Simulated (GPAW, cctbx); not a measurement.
# NaMnBr3: what bonding does to one electron reflection, worked out

NaMnBr3, Pm-3m (no. 221), a = 5.3259 Å, b = 5.3259 Å, c = 5.3259 Å, α = 90.00°, β = 90.00°, γ = 90.00°.

```csv
atom,mult.,x,y,z
Br1,3,0,1/2,1/2
Mn1,1,1/2,1/2,1/2
Na1,1,0,0,0
```

The start was made by putting kin elements into a known structure type; the compound need not exist, or be stable, in this form.

A DFT run (GPAW, PBE, 450 eV, 4×4×4 k-points, Fermi–Dirac width 0.05 eV, spin-polarised) gives the static X-ray structure factor of 010 as 45.968 e for the conventional cell; superposed free atoms give 45.722 e. **Problem.** Find the Fourier component V of the crystal potential and the two-beam extinction distance at 120 kV in both cases.

## 1. Geometry

The cell volume is Ω = 151.07 Å³ and d(010) = 5.3259 Å, so g = 1/d = 0.1878 Å⁻¹.

## 2. The nuclei

Electrons feel nuclei as well as electrons, so the nuclear charges are summed with the same phases.

Phase sums Σ exp(2πi h·x), turned so that the total is real and positive: Br +1.000, Mn +1.000, Na -1.000. Then F_Z = 35 × (+1.000) + 25 × (+1.000) + 11 × (-1.000) = 49.00 e. The electron term has the same sign for this reflection.

## 3. Mott–Bethe

Poisson's equation, term by term, gives V = (e/4πε₀)(F_Z − F)/(πΩg²), with e/4πε₀ = 14.3996 V Å.

The prefactor is 14.3996 × 5.3259²/(π × 151.07) = 0.86061 V per electron. Free atoms: (49.00 − 45.722) × 0.86061 = 2.821 V. Crystal: (49.00 − 45.968) × 0.86061 = 2.609 V. F changes by +0.54 % and V by -7.5 %: the same 0.25 e is measured against F_Z − F = 3.3 e in place of F = 45.7 e.

## 4. Extinction distance

In the two-beam case ξ = 1/(λU) with U = 2γm₀eV/h², that is ξ = 150.41 V Å²/(γλV).

At 120 kV, λ = 0.03349 Å and γ = 1.2348. Free atoms: ξ = 1289 Å. Crystal: ξ = 1394 Å. The thickness fringes go as sin²(πt/ξ), so the two patterns slip by a quarter of a period when t|1/ξ₁ − 1/ξ₀| = 1/4, at t ≈ 429 nm. Thermal motion, absorption and many-beam coupling, left out here, change a real pattern.

## 5. Answer

V(010) is 2.61 V against 2.82 V, and ξ is 1394 against 1289 Å. Limits: static atoms, two beams; a ferromagnetic start is the only order tried, and the real ground state may be antiferromagnetic or insulating; no Hubbard U on Mn.

[Outputs are excerpts: Python notices, other lines and further rows are left out; steps that failed or that the build refused (PBEsol, TPSS) are not shown.]

[Logs are printed without paths, hosts, clocks, repeated set-up lines and the standing remarks that a program may print on its own settings, such as how far it seeks lower states.]
